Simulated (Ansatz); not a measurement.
# Te2Mo: optical spectrum from first principles

Wanted: where Te2Mo starts to absorb, how strongly, and its refractive index.

Method: DFT, PBE, plane-wave PAW, default files, scalar-relativistic, independent-particle optical response without local fields, in Ansatz 0.2.0.

The experiments to compare with:

“Surface transport and band gap structure of exfoliated 2H-MoTe2 crystals” (2014, arxiv:1407.1219) reports for MoTe2, 2H (alpha), by optical transmission spectroscopy (exfoliated flakes 32 nm to 20 um thick, from chemical vapour transport crystal, 300 K): band gap (indirect optical gap from extrapolated square root of absorption …) 0.88 ± 0.05 eV [Extrapolated absorption onset; value is gap plus or minus an unresolved phonon energy …].

“Optical Constants of Several Multilayer Transition Metal Dichalcogenides Measured by Spectroscopic Ellipsometry in the 300–1700 nm Range: High Index, Anisotropy, and Hyperbolicity” (2022, pmc:9306003) reports for MoTe2, 2H, by spectroscopic ellipsometry (exfoliated thick multilayer flakes on Si): refractive index (in-plane n at 1550 nm) about 4.84.

## 1. Starting point

Symmetry: P6_3/mmc, No. 194, hexagonal system. Conventional cell: a = 3.518 Å, b = 3.518 Å, c = 13.974 Å, α = 90.00°, β = 90.00°, γ = 120.00°. Te has 3 Mo at 2.72 Å nearest. Mo has 6 Te at 2.72 Å nearest. Farther neighbours and most contacts between anions are not listed.

## 2. Ground state and bands

The self-consistent density comes first; it also tells whether there is a gap, which decides the occupations and the need for a Drude term.

This step: DFT, PBE, plane-wave PAW, default files, scalar-relativistic, ground state (Ansatz 0.2.0).

Input file input.yaml:

```yaml
crystal:
  lattice:
    - [3.5182, 0.0, 0.0]
    - [-1.7591, 3.0468505756, 0.0]
    - [0.0, 0.0, 13.9736]
  atoms:
    - { symbol: Te, position: [0.6666666667, 0.3333333333, 0.379] }
    - { symbol: Te, position: [0.3333333333, 0.6666666667, 0.879] }
    - { symbol: Te, position: [0.6666666667, 0.3333333333, 0.121] }
    - { symbol: Te, position: [0.3333333333, 0.6666666667, 0.621] }
    - { symbol: Mo, position: [0.6666666667, 0.3333333333, 0.75] }
    - { symbol: Mo, position: [0.3333333333, 0.6666666667, 0.25] }
kpoints:
  mp_grid: { grid: [7, 7, 2] }
  band_path:
    path:
      - [[0.0, 0.0, 0.0], [0.5, 0.0, 0.0], [0.33333333, 0.33333333, 0.0], [0.0, 0.0, 0.0], [0.0, 0.0, 0.5], [0.5, 0.0, 0.5], [0.33333333, 0.33333333, 0.5], [0.0, 0.0, 0.5]]
      - [[0.5, 0.0, 0.5], [0.5, 0.0, 0.0]]
      - [[0.33333333, 0.33333333, 0.0], [0.33333333, 0.33333333, 0.5]]
    npoints: 6
scf:
  occupations: { method: fermi_dirac, width: 0.05 }
  n_extra_bands: 10
hamiltonian:
  xc: pbe
  pseudopotentials: { kind: paw }
output:
  forces: true
  stress: true
  populations: true
  write_bands: true
  write_density: true
  write_potential: true
  elf: true
  volumetric_format: npy
```

Started as:

```console
> ansatz run input.yaml --threads 4 --pin off --max-ram 8192MiB --backend cpu --events-out ev --progress --plain --runs-dir out
```

Numbers of over 12 decimals in the logs are rounded to 6 here.

Output:

```text
scf.n_extra_bands = 10 over 46 filled bands (N_el = 92.0): the run solves 56 bands
Engine: ansatz 0.2.0, x86_64-unknown-linux-gnu
Pseudopotentials: kind: paw
Pseudopotential: Te, paw, valence charge 16, recommended cutoff 420 eV (normal), Te.paw.azcp
Pseudopotential: Mo, paw, valence charge 14, recommended cutoff 420 eV (normal), Mo.paw.azcp
Functional definition: PBE
  parameter kappa = 0.804
  parameter beta = 0.066725
  exchange = pbe_x(kappa = kappa, mu = beta*pi^2/3)
  correlation = pbe_c(beta = beta)
Crystal: 6 atoms, lattice volume = 149.789 Å³
Basis set: ecut = 420 eV, 2909 PW (Γ), exchange–correlation on 48×48×192 points (8 copies of the dense FFT grid, shifted against one another)
Bands: 56, of which v1, the nominal top of the filled ones, is band 46 counted from 1 (45 counted from 0)
Symmetry: 24 space group operations
Space group: P63/mmc (ITA 194), of the structure as read, at distance tolerance 5.3e-5 Å
k-points: 16 of 98
Non-local potential: Te, projectors of the file, l = 0: 2, l = 1: 2, l = 2: 2, l = 3: 2
Non-local potential: Mo, projectors of the file, l = 0: 3, l = 1: 2, l = 2: 2, l = 3: 1
PAW form: soft (Blöchl's): semilocal exchange-correlation on the pseudo side does not see the compensation charge
PAW one-centre angular grid: Te, 590 points (default); XC on 64 Gauss nodes
PAW one-centre angular grid: Mo, 590 points (default); XC on 64 Gauss nodes
Initial density: superposition of atomic densities (neutral atoms: chi_scale 0, normalization atom), corrected by the library's trained network
Initial wavefunctions: pseudopotential atomic-orbital guess
Functional: x = pbe(κ = 0.804, μ = 0.219515), c = pbe(β = 0.066725)
SCF iter   1: F=—  HF=-37833.381034 eV  |F-HF|=—  |Δ(HF+E_count)|=         —  Δρ=4.19e-3  dr2=9.04e-3  ethr=1.77e-3  ⟨swp⟩=7.8  Hψ=3541  notcnv=0
preconditioner: auto → Resta (q_TF=auto, 2.515 Å⁻¹)  ε∞=6.9  [insulator: Δε(μ)=0.848 eV  Ē_g=7.480 eV  σ=0.050 eV  W_gap=1.00  n_scr=52 (ndim 8)  ℏωp=18.2 eV  f_vac=0.021  D(μ)=0.00/eV (n_scr^D=0)  ε∞_Penn≈6.9]
SCF iter   2: F=—  HF=-37833.389241 eV  |F-HF|=—  |Δ(HF+E_count)|=   8.21e-3  Δρ=2.48e-3  dr2=3.12e-3  ethr=9.82e-6  ⟨swp⟩=2.0  Hψ=1354  notcnv=0  defer=8
SCF iter   3: F=—  HF=-37833.393156 eV  |F-HF|=—  |Δ(HF+E_count)|=   3.92e-3  Δρ=1.02e-3  dr2=2.24e-3  ethr=3.39e-6  ⟨swp⟩=2.0  Hψ=1094  notcnv=0  defer=8
SCF iter   4: F=—  HF=-37833.393498 eV  |F-HF|=—  |Δ(HF+E_count)|=   3.42e-4  Δρ=1.19e-4  dr2=1.82e-5  ethr=2.44e-6  ⟨swp⟩=2.0  Hψ=1079  notcnv=0  defer=8
SCF iter   5: F=—  HF=-37833.393581 eV  |F-HF|=—  |Δ(HF+E_count)|=   8.27e-5  Δρ=5.20e-5  dr2=4.54e-6  ethr=1.98e-8  ⟨swp⟩=3.0  Hψ=1627  notcnv=0  defer=8
SCF iter   6: F=—  HF=-37833.393590 eV  |F-HF|=—  |Δ(HF+E_count)|=   9.39e-6  Δρ=1.27e-5  dr2=3.12e-7  ethr=4.94e-9  ⟨swp⟩=2.0  Hψ=1149  notcnv=0  defer=8
SCF iter   7: F=-37833.393590 eV  HF=-37833.393590 eV  |F-HF|=1.15e-8  |Δ(HF+E_count)|=   3.86e-7  Δρ=4.49e-6  dr2=4.31e-8  ethr=1.09e-10  ⟨swp⟩=14.5  Hψ=6184  notcnv=0
SCF 1 converged in 7 iterations: F = -37833.393590 eV  dr2 = 4.31e-8
  greatest PAW one-centre occupation: 0.998 electrons in one spin orbital (limit 2), on the Mo atom at site 5 (counted from 0), in its partial waves of l = 0
NSCF: frozen V_eff on 57 k-points
SCF converged after 7 iterations
Free energy (F): -37833.393590 eV
Harris-Foulkes:  -37833.393590 eV  (|F-HF|=1.15e-8)
Internal energy: -37833.393569 eV  (E = F + TS)
E sigma→0 (E₀):  -37833.393580 eV
Entropy (-TS):   -0.000021 eV (-0.004 meV/atom)
Fermi energy:    12.849133 eV
--- Per-component energies (eV) ---
  E_band       = -1144.055771
  E_kinetic    = 1609.781811
  E_local      = -7394.326331  (includes V_loc(G=0)·N_el)
  E_nonlocal   = -952.601124
  E_hartree    = 4140.469310
  E_xc         = -866.131323
  E_vxc        = -877.435032  (∫ρ·V_xc dr)
  E_paw        = -25053.963695  (= ΣΔE_a)
  E_vpaw       = -1810.416779  (= ΣTr[D̂ρ^β])
  E_aug_tail   = -0.000600  (compensation charges beyond the density's cutoff)
  E_ewald      = -9316.621616
  E_smearing   = -0.000021  (= −TS)
  E_closure    = -0.000000  (closes the sum)
  Σ components = -37833.393590   (vs F -37833.393590, Δ=0.00e0)
--- Forces (eV/Å), atoms counted from 1 ---
  atom   1  Te    -0.00000000    -0.00000000     0.17495025
  atom   2  Te     0.00000000     0.00000000     0.17495025
  atom   3  Te     0.00000000    -0.00000000    -0.17495025
  atom   4  Te     0.00000000     0.00000000    -0.17495025
  atom   5  Mo    -0.00000000    -0.00000000     0.00000000
  atom   6  Mo    -0.00000000     0.00000000     0.00000000
  max |Σ_I F_I| component: 2.78e-17 eV/Å
--- Stress (GPa, compression-positive) ---
        2.716296      -0.000000       0.000000
        0.000000       2.716296       0.000000
        0.000000       0.000000       3.373552
  P = ⅓ Tr σ = 2.9354 GPa (29.354 kbar)
--- Band table (eV; the first three rows and the last of 16) ---
  k-point 0: bands = [... 42 lower, 11.4634, 11.4634, 12.1537, 12.4778, 15.3793, 15.3793, 15.5121, 15.5121, ... 6 higher]
  k-point 1: bands = [... 42 lower, 11.4458, 11.4458, 12.3964, 12.3964, 15.4169, 15.4169, 15.4169, 15.4169, ... 6 higher]
  k-point 2: bands = [... 42 lower, 11.3334, 11.4846, 12.1565, 12.3033, 14.5369, 14.6825, 14.7366, 14.7977, ... 6 higher]
  k-point 15: bands = [... 42 lower, 10.5890, 10.5890, 12.1301, 12.1301, 13.6137, 13.6137, 14.1572, 14.1572, ... 6 higher]
--- Löwdin populations: 6 sites ---
  site symbol       q [e]
     0     Te     15.8710
     1     Te     15.8710
     2     Te     15.8710
     3     Te     15.8710
     4     Mo     14.0617
     5     Mo     14.0617
  spilling = 0.004270 (of n_electrons = 92.000000)
```

Run time: 5.6 s. Hardware: 4 threads of Intel Xeon 6975P-C (Granite Rapids), shared host; peak memory 0.68 GiB.

Read-outs, printed or worked out from the files:

```
free energy                  : -37833.3936 eV
Fermi energy                 : 12.85 eV
gap by band count            : 0.8406 eV
electrons                    : 92
symmetry operations          : 24
pressure                     : 2.935 GPa
volume                       : 149.8 Å³
gap on the path              : 0.7822 eV
least direct gap on the path : 1.041 eV
```

There is a gap, 0.78 eV on the path, so no carriers' term is needed. The cell is left with a pressure of 2.9 GPa and forces up to 0.17 eV/Å, as it stands unrelaxed at this level.

Electronic bands along the path, in eV, zero at the Fermi level; v1 is the highest filled band, c1 the lowest empty one:

```csv
point,v4,v3,v2,v1,c1,c2,c3,c4
Γ,-1.39,-1.39,-0.69,-0.37,2.53,2.53,2.66,2.66
halfway,-1.52,-1.46,-1.27,-1.21,0.82,1.41,1.50,1.56
M,-1.38,-1.33,-0.97,-0.69,0.89,0.95,1.08,1.42
halfway,-2.31,-2.00,-0.89,-0.64,0.82,0.95,1.38,1.43
K,-2.21,-2.21,-0.68,-0.44,0.60,0.60,0.79,1.80
halfway,-1.47,-1.20,-1.20,-1.05,0.45,1.20,1.22,1.23
Γ,-1.39,-1.39,-0.69,-0.37,2.53,2.53,2.66,2.66
halfway,-1.39,-1.39,-0.58,-0.39,2.54,2.54,2.62,2.62
A,-1.40,-1.40,-0.45,-0.45,2.57,2.57,2.57,2.57
halfway,-1.55,-1.55,-1.25,-1.25,1.09,1.09,1.63,1.63
L,-1.34,-1.34,-0.83,-0.83,0.92,0.92,1.27,1.27
halfway,-2.26,-2.26,-0.76,-0.76,0.90,0.90,1.43,1.43
H,-2.37,-2.37,-0.58,-0.58,0.61,0.61,1.25,1.25
halfway,-1.45,-1.45,-1.09,-1.09,0.75,0.75,1.34,1.34
A,-1.40,-1.40,-0.45,-0.45,2.57,2.57,2.57,2.57
jump to L,-1.34,-1.34,-0.83,-0.83,0.92,0.92,1.27,1.27
halfway,-1.36,-1.33,-0.93,-0.73,0.90,0.94,1.14,1.38
M,-1.38,-1.33,-0.97,-0.69,0.89,0.95,1.08,1.42
jump to K,-2.21,-2.21,-0.68,-0.44,0.60,0.60,0.79,1.80
halfway,-2.28,-2.28,-0.66,-0.49,0.60,0.60,0.93,1.62
H,-2.37,-2.37,-0.58,-0.58,0.61,0.61,1.25,1.25
```

Electrostatic potential energy in the ac plane at fractional y = 0.333, with atoms of Te and Mo within 0.2 Å of it. With pseudopotentials it is smooth inside the atoms' cores, unlike the true potential.

Ten even steps from '_' (-34 eV) to '@' (33 eV), each cell a mean:
```
############################
************################
**++==++++****############**
**++++++********************
************++--::::::--==**
**######**++::__________..==
**######**++--__________::==
**************++======++++**
**++++++++****##########****
**++++++++****############**
##******####################
############################
##############**********####
**########**++==++**++====++
****####**++==##@@@@@@%%++==
****####**++==++##%%%%**====
**************++++++++++****
**++++++******##########****
****++++********************
************++====++++==++**
****####**++==**@@@@@@%%====
**######**++==**%%@@@@##====
##########****++======++++**
############################
```
Atoms in or near the plane, at fractional coordinates: Te at (0.67, 0.38), Te at (0.67, 0.12), Mo at (0.67, 0.75).

Valence density in the ac plane at fractional y = 0.333, with atoms of Te and Mo within 0.2 Å of it. It is the smooth field of the valence electrons, not physical close to the nuclei.

Ten steps, logarithmic in the rise over the least value, from '_' (0 e/Å³) to '@' (14 e/Å³), each cell a mean:
```
____________________________
..::::::....______________..
::::----::::......____....::
::::::::::::::::::::::::::::
::::::::::::--==++**++++--::
::........--==##%%%%%%##**--
::........::==**########++--
::::::::::::::--======--::::
::::----::::::............::
::::::::::::....________....
............________________
____________________________
____________....::::::....__
..______..::--==++****++--::
::......::--==##@@@@@@%%**--
::......::::--**%%%%%%##==--
::::....::::::----------::::
::::::::::::................
::::::::::::::::::::::::::::
::......::::----==++++==--::
::......::--==##%%@@@@%%++--
::..__....::==**%%@@@@##++--
..________..::--======--::..
______________..........____
```
Atoms in or near the plane, at fractional coordinates: Te at (0.67, 0.38), Te at (0.67, 0.12), Mo at (0.67, 0.75).

(Continued in part 2 of 2.)

[Logs are printed without paths, hosts, clocks, repeated set-up lines and the standing remarks that a program may print on its own settings, such as how far it seeks lower states.]

[Hosts, paths, dates, database ids (printed as entryN), source tags and the programs' standing remarks are cut or masked in the printed files.]
